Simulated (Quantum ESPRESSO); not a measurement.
## KF (Carobbiite): from Born charge to LO-TO splitting

How high does the longitudinal optical mode of KF (Carobbiite) lie, given the transverse one, the Born charge and ε∞?

Calculated with Quantum ESPRESSO 7.5; DFT LDA, scalar-relativistic, plane waves, PseudoDojo norm-conserving pseudopotentials.

### Step 1. The relaxed structure

It takes space group Fm-3m (No. 225, cubic). The conventional cell has a = 5.158 Å, b = 5.158 Å, c = 5.158 Å, α = 90.00°, β = 90.00°, γ = 90.00°. Nearest to K lie 6 F at 2.58 Å. Nearest to F lie 6 K at 2.58 Å. Farther neighbours and most contacts between anions are not listed.

As a file:

```xyz
2
Lattice="-2.5791 0.0000 2.5791 0.0000 2.5791 2.5791 -2.5791 2.5791 0.0000" Properties=species:S:1:pos:R:3 pbc="T T T"
K     0.0000    0.0000    0.0000
F    -2.5791    2.5791    2.5791
```

This is the cell after its relaxation at this level of theory, not the database cell from which that began.

### Step 2. What the response run gave

A linear-response run on the relaxed cell, with the response to an electric field; only its zone-centre results are used. Cutoff 92 Ry, k mesh 8×8×8.

The program printed:

```text
[banners, grids, parts of the stress and lines that vanish by symmetry left out]
Program PHONON v.7.5
     Reading xml data from directory:

[...]
Exchange-correlation= PW
                           (   1   4   0   0   0   0   0)
[...]
kinetic-energy cut-off    =      92.0000  Ry
     charge density cut-off    =     368.0000  Ry
     convergence threshold     =      1.0E-18
[...]
Exchange-correlation= PW
                           (   1   4   0   0   0   0   0)
[...]
q = (   0.0000000   0.0000000   0.0000000 )
     49 Sym.Ops. (with q -> -q+G )
     G cutoff =  442.8564  (  27581 G-vectors)     FFT grid: ( 45, 45, 45)
     number of k points=    29
[...]
Mode symmetry, O_h (m-3m)  point group:
[...]
Dielectric constant
[...]
End of electric fields calculation
          Dielectric constant in cartesian axis
          (       2.095340311       0.000000000      -0.000000000 )
          (       0.000000000       2.095340311      -0.000000000 )
          (      -0.000000000      -0.000000000       2.095340311 )
          Effective charges (d Force / dE) in cartesian axis without acoustic sum rule applied (asr)
           atom    1  K     Mean Z*:        1.15083
      Ex  (        1.15083       -0.00000       -0.00000 )
      Ey  (       -0.00000        1.15083        0.00000 )
      Ez  (       -0.00000        0.00000        1.15083 )
           atom    2  F     Mean Z*:       -1.15090
      Ex  (       -1.15090        0.00000       -0.00000 )
      Ey  (        0.00000       -1.15090        0.00000 )
      Ez  (       -0.00000        0.00000       -1.15090 )
          Effective charges Sum: Mean:       -0.00007
[...]
Effective charges (d Force / dE) in cartesian axis with asr applied:
           atom    1  K     Mean Z*:        1.15086
[...]
atom    2  F     Mean Z*:       -1.15086
[...]
Representation #   1 modes #   1   2   3
[...]
End of self-consistent calculation
     Convergence has been achieved
     Representation #   2 modes #   4   5   6
[...]
End of self-consistent calculation
     Convergence has been achieved
[...]
Dielectric constant in cartesian axis
          (       2.095340311       0.000000000      -0.000000000 )
          (       0.000000000       2.095340311      -0.000000000 )
          (      -0.000000000      -0.000000000       2.095340311 )
          Effective charges (d Force / dE) in cartesian axis without acoustic sum rule applied (asr)
           atom    1  K     Mean Z*:        1.15083
      Ex  (        1.15083       -0.00000       -0.00000 )
      Ey  (       -0.00000        1.15083        0.00000 )
      Ez  (       -0.00000        0.00000        1.15083 )
           atom    2  F     Mean Z*:       -1.15090
      Ex  (       -1.15090        0.00000       -0.00000 )
      Ey  (        0.00000       -1.15090        0.00000 )
      Ez  (       -0.00000        0.00000       -1.15090 )
          Effective charges Sum: Mean:       -0.00007
[...]
Effective charges (d Force / dE) in cartesian axis with asr applied:
           atom    1  K     Mean Z*:        1.15086
[...]
atom    2  F     Mean Z*:       -1.15086
[...]
q = (    0.000000000   0.000000000   0.000000000 )
[...]
freq (    1) =      -0.106312 [THz] =      -3.546190 [cm-1]
     freq (    2) =      -0.106312 [THz] =      -3.546190 [cm-1]
     freq (    3) =      -0.106312 [THz] =      -3.546190 [cm-1]
     freq (    4) =       6.324566 [THz] =     210.964802 [cm-1]
     freq (    5) =       6.324566 [THz] =     210.964802 [cm-1]
     freq (    6) =       6.324566 [THz] =     210.964802 [cm-1]
[...]
Mode symmetry, O_h (m-3m)  point group:
     freq (   1-   3) =         -3.5  [cm-1]   --> T_1u G_15  G_4- I
     freq (   4-   6) =        211.0  [cm-1]   --> T_1u G_15  G_4- I

   JOB DONE.
```

```csv
quantity,value
cell volume Ω (Å³),34.312
mass of K (u),39.098
mass of F (u),18.998
"Born charge of K, raw (e)",1.151
"Born charge of F, raw (e)",-1.151
ε∞,2.095
ω(TO) after the sum rule (cm⁻¹),211.0
```

### Step 3. The calculation

The charges must sum to zero over the cell; taking off their mean, 0.000 e, leaves Z* = 1.151 e on K. In the polar mode K moves against F, so the reduced mass is μ = 39.10 × 19.00 / 58.10 = 12.786 u.

A longitudinal wave builds up a field that adds to the restoring force: ω(LO)² = ω(TO)² + 4π Z*² / (μ Ω ε∞), in Hartree atomic units. With μ = 23307 electron masses and Ω = 231.55 bohr³ the second term is 1.4719e-06 Ha², or 70899 cm⁻² (1 Ha = 219474.6 cm⁻¹).

So ω(LO) = √(44521 + 70899) = 339.7 cm⁻¹, and by the Lyddane-Sachs-Teller relation ε₀ = ε∞ (ω(LO)/ω(TO))² = 5.43.

### Step 4. Check against the program

The analysis program adds the same non-analytic term to the full matrix, here for q along (1 0 0).

The program printed:

```text
[banner, memory and clock lines left out]
Program DYNMAT v.7.5

     Reading Dynamical Matrix from file g.dyn
     ...Force constants read
     ...epsilon and Z* read

     Polarizability (A^3 units)
     multiply by 0.732540 for Clausius-Mossotti correction
         2.990817    0.000000   -0.000000
         0.000000    2.990817   -0.000000
        -0.000000   -0.000000    2.990817

     IR activities are in (D/A)^2/amu units

# mode   [cm-1]    [THz]      IR
    1      0.00    0.0000    0.0000
    2      0.00    0.0000    0.0000
    3      0.00    0.0000    0.0000
    4    211.00    6.3255    2.3900
    5    211.00    6.3255    2.3900
    6    339.73   10.1849    2.3900
```

ε₀ comes from the program's run without a direction of q.

```csv
quantity,by hand,program
ω(LO) (cm⁻¹),339.7,339.7
ε₀,5.43,5.43
```

### Step 5. What came out

- TO mode: 211 cm⁻¹
- LO mode: 339.7 cm⁻¹
- static dielectric constant: 5.432

What this shows: The LO mode of KF (Carobbiite) lies at 340 cm⁻¹, 129 cm⁻¹ above the TO mode; the formula meets the program within 0.1 cm⁻¹, as it must for a cubic crystal with one polar mode. ω(LO)² − ω(TO)² goes with Z*²/ε∞: an error of 5 % in ε∞ would move the LO mode by 5.0 cm⁻¹, and semilocal functionals tend to overestimate ε∞. These are harmonic values at zero temperature, at the volume of this functional, for the structure held cubic; stability elsewhere in the zone is no part of this calculation.

[Host names and launcher messages were left out of these logs when they were recorded.]

[Logs are printed without paths, hosts, clocks, repeated set-up lines and the standing remarks that a program may print on its own settings, such as how far it seeks lower states.]

[Hosts, paths, dates, database ids (printed as entryN), source tags and the programs' standing remarks are cut or masked in the printed files.]
